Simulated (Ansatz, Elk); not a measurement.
# Ta2PbN: X-ray structure factors from the self-consistent density

Structure refinements treat a crystal as free atoms side by side. For a made-up structure of Ta2PbN (cell and positions from a r2SCAN relaxation) the runs below show what the calculated density changes in F(hkl).

Method: DFT, PBE, all-electron APW+lo, Dirac cores, scalar-relativistic bands, static density, no spin, in Elk 11.2.3 (patched build).

The structure was built from a prototype and need not be the compound's stable phase.

**1. The structure**

It takes space group P6_3/mmc (No. 194, hexagonal). The conventional cell has a = 3.382 Å, b = 3.382 Å, c = 13.222 Å, α = 90.00°, β = 90.00°, γ = 120.00°. Pb has 6 Ta at 3.04 Å and 6 Pb at 3.38 Å nearest. Nearest to Ta lie 3 N at 2.19 Å. N has 6 Ta at 2.19 Å nearest. Farther neighbours and most contacts between anions are not listed.

**2. Ground state and structure factors**

An all-electron density is needed, since X-rays see the cores too. Task 0 finds the density and task 195 Fourier-transforms it; tshift is off so that phases refer to the origin typed.

The input, elk.in:

```
tasks
  0
  195

xctype
  20

spinpol
  .false.

rgkmax
  7.0

gmaxvr
  14.0

lmaxo
  7

lmaxapw
  8

swidth
  0.002

tshift
  .false.

ramdisk
  .false.

hmaxvr
  5.5

maxscl
  120

epspot
  1e-06

sppath
  './'

avec
  6.39097571953 0.00000000000 0.00000000000
  -3.19548785977 5.53474732808 -0.00000000000
  0.00000000000 -0.00000000000 24.98659354081

atoms
  3
  'Pb.in'
  2
  0.3333333333 0.6666666667 0.7500000000   0.000000 0.000000 0.000000
  0.6666666667 0.3333333333 0.2500000000   0.000000 0.000000 0.000000
  'Ta.in'
  4
  0.6666666667 0.3333333333 0.5741899430   0.000000 0.000000 0.000000
  0.3333333333 0.6666666667 0.4258100570   0.000000 0.000000 0.000000
  0.3333333333 0.6666666667 0.0741899430   0.000000 0.000000 0.000000
  0.6666666667 0.3333333333 0.9258100570   0.000000 0.000000 0.000000
  'N.in'
  2
  0.0000000000 0.0000000000 0.5000000000   0.000000 0.000000 0.000000
  -0.0000000000 0.0000000000 -0.0000000000   0.000000 0.000000 0.000000

ngridk
  8 8 2
```

On the command line:

```sh
$ OMP_NUM_THREADS=4 elk
```

Numbers of over 12 decimals in the logs are rounded to 6 here.

The log of the run:

```text
┌─────────────────────────┐
│ Elk code version 11.2.3 │
└─────────────────────────┘

All units are atomic (Hartree, Bohr, etc.)

┌─────────────────────────────────────────────────┐
│ Ground-state run starting from atomic densities │
└─────────────────────────────────────────────────┘

Lattice vectors :
   6.390975720       0.000000000       0.000000000
  -3.195487860       5.534747328      -0.000000000
   0.000000000      -0.000000000       24.98659354

Reciprocal lattice vectors :
  0.9831339662      0.5676126600       0.000000000
  -0.000000000       1.135225320       0.000000000
  -0.000000000       0.000000000      0.2514622610

Unit cell volume      :    883.8366756
Brillouin zone volume :   0.2806516411

Muffin-tin inner radius fraction :   0.1000000000E-01

Nuclei treated as point charges

Species : 1 (Pb)
 parameters loaded from : Pb.in
 name : lead
 nuclear charge    :   -82.00000000
 electronic charge :    82.00000000
 atomic mass :    377702.4943
 muffin-tin radius :    2.800000000
 number of radial points in muffin-tin :   1393
 inner part over the whole radius :   0.9993555083E-02
 number on inner part of muffin-tin    :   1001
 approximate nuclear radius :   0.1047603524E-03
 number of mesh points to nuclear radius :    525
 atomic positions (lattice), magnetic fields (Cartesian) :
  1 :   0.33333333 -0.33333333 -0.25000000    0.00000000  0.00000000  0.00000000
  2 :  -0.33333333  0.33333333  0.25000000    0.00000000  0.00000000  0.00000000

Species : 2 (Ta)
 parameters loaded from : Ta.in
 name : tantalum
 nuclear charge    :   -73.00000000
 electronic charge :    73.00000000
 atomic mass :    329847.8435
 muffin-tin radius :    2.483062648
 number of radial points in muffin-tin :   1393
 inner part over the whole radius :   0.9914828312E-02
 number on inner part of muffin-tin    :    996
 approximate nuclear radius :   0.1005189763E-03
 number of mesh points to nuclear radius :    523
 atomic positions (lattice), magnetic fields (Cartesian) :
  1 :  -0.33333333  0.33333333 -0.42581006    0.00000000  0.00000000  0.00000000
  2 :   0.33333333 -0.33333333  0.42581006    0.00000000  0.00000000  0.00000000
  3 :   0.33333333 -0.33333333  0.07418994    0.00000000  0.00000000  0.00000000
  4 :  -0.33333333  0.33333333 -0.07418994    0.00000000  0.00000000  0.00000000

Species : 3 (N)
 parameters loaded from : N.in
 name : nitrogen
 nuclear charge    :   -7.000000000
 electronic charge :    7.000000000
 atomic mass :    25532.65216
 muffin-tin radius :    1.596254559
 number of radial points in muffin-tin :    593
 inner part over the whole radius :   0.9806306146E-02
 number on inner part of muffin-tin    :    405
 approximate nuclear radius :   0.4939692610E-04
 number of mesh points to nuclear radius :    171
 atomic positions (lattice), magnetic fields (Cartesian) :
  1 :   0.00000000  0.00000000  0.50000000    0.00000000  0.00000000  0.00000000
  2 :   0.00000000  0.00000000  0.00000000    0.00000000  0.00000000  0.00000000

Total number of atoms per unit cell :    8
Total muffin-tin volume :    474.4931270
 ratio of muffin-tin to unit cell volume :   0.5368561185

Spin treatment :
 spin-unpolarised

Number of Bravais lattice symmetries :   24
Number of crystal symmetries         :   24
Crystal has inversion symmetry
Real symmetric eigensolver will be used

k-point grid :      8     8     2
k-point offset :    0.000000000       0.000000000       0.000000000
k-point set is reduced with full crystal symmetry group
Total number of k-points :       20

Muffin-tin radius times maximum |G+k| :    7.000000000
 using average radius
Maximum |G+k| for APW functions       :    2.990692584
Maximum (1/2)|G+k|²                   :    4.472121066
Maximum |G| for potential and density :    14.00000000
Constant for pseudocharge density :   10
 order of it for each species :   17  17  17
 order of it for pair densities of each species (exact exchange by exxq0 0: 18) :   14  11   4
Radial integration step length :    1

[...]
exchange                    :     -2036.3027991207
 correlation                 :     -28.339237783193
 electron entropic           :    -0.18935612987869E-02
 total energy                :     -104474.34900479

Density of states at Fermi energy :    140.6841517
 (states/Hartree/unit cell)

Estimated indirect band gap :   0.3669566615E-02
 from k-point 5 to k-point 6
Estimated direct band gap   :   0.9251691681E-02
 at k-point 15

Charges :
 core                        :    324.0000000
 valence                     :    146.0000000
 interstitial                :    13.07755859
 muffin-tins (core leakage)
  species : 1 (Pb)
[...]
species : 2 (Ta)
[...]
species : 3 (N)
[...]
total in muffin-tins        :    456.9224414
 total calculated charge     :    469.9964349
 total charge                :    470.0000000
 error                       :   0.3565120145E-02

RMS change in Kohn-Sham potential (target) :   0.9957025576     (  0.1000000000E-05)
Absolute change in total energy (target)   :   0.2865714747     (  0.1000000000E-03)

[... loops 3 to 18 left out ...]

┌──────────────────┐
│ Loop number : 19 │
└──────────────────┘

Energies :
 Fermi                       :     0.436193
 sum of occupied eigenvalues :     -64144.706137303
 electron kinetic            :      119017.69467138
 core electron kinetic       :      116382.19622984
 Coulomb                     :     -221423.80273414
 Coulomb potential           :     -180460.35187092
 nuclear-nuclear             :     -9566.9969845142
 electron-nuclear            :     -243452.56758477
 Hartree                     :      31595.761835148
 Madelung                    :     -131193.62679868
 xc potential                :     -2702.0489377695
 exchange                    :     -2036.8201213804
 correlation                 :     -28.364606824514
 electron entropic           :    -0.20619901993128E-02
 total energy                :     -104471.29485295

Density of states at Fermi energy :    159.4931779
 (states/Hartree/unit cell)

Estimated indirect band gap :   0.1709171630E-02
 from k-point 16 to k-point 9
Estimated direct band gap   :   0.5110497477E-02
 at k-point 15

Charges :
 core                        :    324.0000000
 valence                     :    146.0000000
 interstitial                :    13.07781115
 muffin-tins (core leakage)
  species : 1 (Pb)
[...]
species : 2 (Ta)
[...]
species : 3 (N)
[...]
total in muffin-tins        :    456.9221889
 total calculated charge     :    469.9963745
 total charge                :    470.0000000
 error                       :   0.3625548455E-02

RMS change in Kohn-Sham potential (target) :   0.8477745631E-07 (  0.1000000000E-05)
Absolute change in total energy (target)   :   0.5168905773E-04 (  0.1000000000E-03)

Convergence targets achieved

┌──────────────────┐
│ Loop number : 20 │
└──────────────────┘

Energies :
 Fermi                       :     0.436193
 sum of occupied eigenvalues :     -64144.706133677
 electron kinetic            :      119017.69467714
 core electron kinetic       :      116382.19623410
 Coulomb                     :     -221423.80273734
 Coulomb potential           :     -180460.35186895
 nuclear-nuclear             :     -9566.9969845142
 electron-nuclear            :     -243452.56759314
 Hartree                     :      31595.761840320
 Madelung                    :     -131193.62680286
 xc potential                :     -2702.0489418660
 exchange                    :     -2036.8201215437
 correlation                 :     -28.364606822483
 electron entropic           :    -0.20619908449489E-02
 total energy                :     -104471.29485056

Density of states at Fermi energy :    159.4932425
 (states/Hartree/unit cell)

Estimated indirect band gap :   0.1709172327E-02
 from k-point 16 to k-point 9
Estimated direct band gap   :   0.5110497205E-02
 at k-point 15

Charges :
 core                        :    324.0000000
 valence                     :    146.0000000
 interstitial                :    13.07781099
 muffin-tins (core leakage)
  species : 1 (Pb)
[...]
species : 2 (Ta)
[...]
atom 4                    :    70.89405349     (  0.1792285261E-05)
  species : 3 (N)
   atom 1                    :    5.956243925     (  0.1364912728E-05)
   atom 2                    :    5.956243925     (  0.1364912728E-05)
 total in muffin-tins        :    456.9221890
 total calculated charge     :    469.9963745
 total charge                :    470.0000000
 error                       :   0.3625548502E-02

┌──────────────────────────────┐
│ Self-consistent loop stopped │
└──────────────────────────────┘

Warning : core states of species 1 leak from the muffin-tin :   0.1224944251E-02

Wrote STATE.OUT
```

It took 1.7 min on 4 threads of Arm Neoverse V1, shared host; peak memory 0.39 GiB.

SFACRHO.OUT:

```text

h k l indices transformed by vhmat matrix:
   1.000000000       0.000000000       0.000000000    
   0.000000000       1.000000000       0.000000000    
   0.000000000       0.000000000       1.000000000    

      h      k      l  multipl.   |H|            Re(F)            Im(F)           |F|

      0      0      0      1   0.0000000       470.00000      0.26240518E-16   470.00000    
      0      0     -1      2  0.25146226     -0.85859885E-13  0.38217247E-13  0.93981263E-13
      0      0      2      2  0.50292452       22.596211     -0.46378909E-13   22.596211    
      0      0     -3      2  0.75438678     -0.33194045E-12  0.30040461E-13  0.33329700E-12
      0      0     -4      2   1.0058490       82.942005     -0.54016129E-13   82.942005    
      1     -1      0      6   1.1352253      -188.81974      0.13490645E-12   188.81974    
      1     -1      1      6   1.1627424      -25.256820      0.11014259E-13   25.256820    
      0      1     -1      6   1.1627424       25.256820     -0.66157751E-13   25.256820    
      0      1     -2      6   1.2416399       5.9643615     -0.88266886E-13   5.9643615    
      0      1      2      6   1.2416399       5.9643615     -0.22134998E-13   5.9643615    
      0      0     -5      2   1.2573113     -0.51515931E-12 -0.12400940E-12  0.52987493E-12
      1     -1     -3      6   1.3630246      -328.23364     -0.44095092E-13   328.23364    
     -1      1     -3      6   1.3630246       328.23364      0.27483058E-12   328.23364    
      0      0      6      2   1.5087736      -349.60186      0.26078763E-12   349.60186    
      1      0      4      6   1.5167296      -24.202007      0.16390861E-12   24.202007    
     -1      1     -4      6   1.5167296      -24.202007      0.16726683E-12   24.202007    
      0     -1     -5      6   1.6939800       32.204600      0.24035113E-12   32.204600    
     -1      1      5      6   1.6939800      -32.204600     -0.41034248E-13   32.204600
```

Elk indexes on the primitive cell of elk.in and gives |H| = 4π sin θ/λ in inverse bohr. Below, one row stands for each form hkl of the conventional cell (m members, Friedel mates merged), F is for one primitive cell and the density is static (no thermal factor). Free-atom factors are Waasmaier and Kirfel's, and R is Σm||F|−|F'||/Σm|F|.

```csv
hkl,m,sin θ/λ (Å⁻¹),"abs F, DFT",neutral atoms,diff.
001,2,0.038,0.000,0.000,+0.000
002,2,0.076,22.596,22.208,+0.388
003,2,0.113,0.000,0.000,+0.000
004,2,0.151,82.942,82.384,+0.558
100,6,0.171,188.820,189.291,-0.471
101,12,0.175,25.257,25.267,-0.011
102,12,0.187,5.964,5.572,+0.392
005,2,0.189,0.000,0.000,+0.000
103,12,0.205,328.234,328.957,-0.723
006,2,0.227,349.602,351.522,-1.920
104,12,0.228,24.202,24.420,-0.218
105,12,0.255,32.205,32.513,-0.308
007,2,0.265,0.000,0.000,+0.000
106,12,0.284,174.708,174.952,-0.244
110,6,0.296,350.657,351.088,-0.431
111,12,0.298,0.000,0.000,+0.000
008,2,0.302,51.935,52.568,-0.633
112,12,0.305,13.380,13.583,-0.204
107,12,0.315,82.231,82.385,-0.154
113,12,0.317,0.000,0.000,+0.000
114,12,0.332,63.415,63.510,-0.095
009,2,0.340,0.000,0.000,+0.000
```

**3. The highest occupied states alone**

An energy window below the Fermi level keeps the highest occupied states, to see at which angles they scatter; shallow core shells can lie inside it and anion s states outside. No new self-consistency is needed.

Changes to elk.in since step 2:

```diff
@@ -1,3 +1,2 @@
 tasks
-  0
   195
@@ -40,2 +39,5 @@
 
+wsfac
+  -0.004800 0.736190
+
 sppath
```

On the command line:

```sh
$ OMP_NUM_THREADS=4 elk
```

The log of the run:

```text
┌─────────────────────────────────┐
│ Elk code version 11.2.3 started │
└─────────────────────────────────┘

Info(readinput): the functional depends on the density's gradient
 muffin-tin radial points multiplied by    2.00000
 (not where nrmtscf is given)

┌────────────────────┐
│ Current task : 195 │
└────────────────────┘
Info(checkmt): changed muffin-tin radius of species 2 (Ta) from   2.8000 to   2.4831
Info(checkmt): changed muffin-tin radius of species 3 (N) from   1.8000 to   1.5963

Info(sfacrho): density structure factors written to SFACRHO.OUT

 Energy window :  -0.4800000000E-02  0.7361900000

┌──────────────────┐
│ Elk code stopped │
└──────────────────┘
```

Elapsed: 26 s, on 4 threads; peak memory 0.19 GiB; 32 s of CPU time.

States within 12 eV below the Fermi level hold 34.00 electrons; any levels below the window count with the cores. Their amplitudes can exceed the total, where window and core parts have opposite phase:

```csv
hkl,sin θ/λ (Å⁻¹),"abs F, window","abs F, all"
001,0.038,0.000,0.000
002,0.076,8.626,22.596
003,0.113,0.000,0.000
004,0.151,5.102,82.942
100,0.171,1.625,188.820
101,0.175,0.437,25.257
102,0.187,3.426,5.964
005,0.189,0.000,0.000
103,0.205,1.808,328.234
006,0.227,2.728,349.602
```

**4. Another functional**

The difference from free atoms is small, so it is set against the change that LDA (Perdew-Wang) makes.

Changes to elk.in since step 3:

```diff
@@ -1,2 +1,3 @@
 tasks
+  0
   195
@@ -4,3 +5,3 @@
 xctype
-  20
+  3
 
@@ -39,5 +40,2 @@
 
-wsfac
-  -0.004800 0.736190
-
 sppath
```

On the command line:

```sh
$ OMP_NUM_THREADS=4 elk
```

The log of the run:

```text
┌─────────────────────────┐
│ Elk code version 11.2.3 │
└─────────────────────────┘

All units are atomic (Hartree, Bohr, etc.)

┌─────────────────────────────────────────────────┐
│ Ground-state run starting from atomic densities │
└─────────────────────────────────────────────────┘

Lattice vectors :
   6.390975720       0.000000000       0.000000000
  -3.195487860       5.534747328      -0.000000000
   0.000000000      -0.000000000       24.98659354

Reciprocal lattice vectors :
  0.9831339662      0.5676126600       0.000000000
[...]
species : 1 (Pb)
[...]
species : 2 (Ta)
[...]
species : 3 (N)
   atom 1                    :    5.935171188     ( -0.2529413123E-05)
   atom 2                    :    5.935171188     ( -0.2529413123E-05)
 total in muffin-tins        :    457.0223418
 total calculated charge     :    469.9963375
 total charge                :    470.0000000
 error                       :   0.3662533329E-02

┌──────────────────────────────┐
│ Self-consistent loop stopped │
└──────────────────────────────┘

Warning : core states of species 1 leak from the muffin-tin :   0.1231622373E-02

Wrote STATE.OUT
[key lines of the parts left out:]
total energy                :     -104411.25176692
```

The job ended after 59 s (4 threads; peak memory 0.27 GiB; 3 min of CPU time).

Against the first run R = 0.01 %; the largest change is -0.082 at 110.

**5. A coarser k-mesh**

About half the k-points along each axis test the sampling.

Changes to elk.in since step 4:

```diff
@@ -5,3 +5,3 @@
 xctype
-  3
+  20
 
@@ -66,2 +66,2 @@
 ngridk
-  8 8 2
+  4 4 1
```

On the command line:

```sh
$ OMP_NUM_THREADS=4 elk
```

The log of the run:

```text
┌─────────────────────────┐
│ Elk code version 11.2.3 │
└─────────────────────────┘

All units are atomic (Hartree, Bohr, etc.)

┌─────────────────────────────────────────────────┐
│ Ground-state run starting from atomic densities │
└─────────────────────────────────────────────────┘

Lattice vectors :
   6.390975720       0.000000000       0.000000000
  -3.195487860       5.534747328      -0.000000000
   0.000000000      -0.000000000       24.98659354

Reciprocal lattice vectors :
  0.9831339662      0.5676126600       0.000000000
[...]
species : 1 (Pb)
[...]
species : 2 (Ta)
[...]
species : 3 (N)
   atom 1                    :    5.956097595     (  0.1365368820E-05)
   atom 2                    :    5.956097595     (  0.1365368820E-05)
 total in muffin-tins        :    456.8979273
 total calculated charge     :    469.9963248
 total charge                :    470.0000000
 error                       :   0.3675192189E-02

┌──────────────────────────────┐
│ Self-consistent loop stopped │
└──────────────────────────────┘

Warning : core states of species 1 leak from the muffin-tin :   0.1225968886E-02

Wrote STATE.OUT
[key lines of the parts left out:]
total energy                :     -104471.30173504
```

The job ended after 49 s (4 threads; peak memory 0.35 GiB).

Against the first run R = 0.01 %; the largest change is +0.075 at 0 0 12.

**6. Settings against the effect**

```csv
run,R against the first run (%),"R against neutral atoms, low angle (%)",wall time
"PBE, rgkmax 7",0.00,0.30,1.7 min
LDA (Perdew-Wang),0.01,0.30,59 s
k-mesh 4×4×1,0.01,0.30,49 s
```

**7. Summary of results**

```json
{
 "R against neutral atoms, sin θ/λ < 0.3 Å⁻¹": "0.30 %",
 "R against neutral atoms, 0.3 to 0.76 Å⁻¹": "0.19 %"
}
```

**Reading.** Independent neutral atoms miss the calculated amplitudes by R = 0.30 % below 0.3 Å⁻¹ and 0.19 % from there to 0.76 Å⁻¹; by shells, 1.72 % below 0.15 Å⁻¹ (1 form), 0.30 % 0.15 to 0.3 (10 forms), 0.13 % 0.3 to 0.45 (19 forms), 0.20 % above 0.45 (94 forms). Bonding, aspherical density and the tables' own atoms all enter these figures, and the runs don't part them. The largest change of an amplitude is -1.92 electrons, at 006. The window's part falls from 34.0 electrons at the origin to at most 0.52 between 0.45 and 0.76 Å⁻¹. Below 0.3 Å⁻¹ the changes that finished (LDA (Perdew-Wang) and k-mesh 4×4×1) move F by R = 0.02 % at most, against the 0.30 % that separates it from free atoms. The basis has no finished test. Spin-orbit coupling is left out, which can matter for elements this heavy. Part of the difference isn't bonding: the tables are fits to free atoms and ions calculated by other methods than this functional. Thermal motion, anomalous dispersion and extinction are left out.

[Logs are printed without paths, hosts, clocks, repeated set-up lines and the standing remarks that a program may print on its own settings, such as how far it seeks lower states.]

[Hosts, paths, dates, database ids (printed as entryN), source tags and the programs' standing remarks are cut or masked in the printed files.]
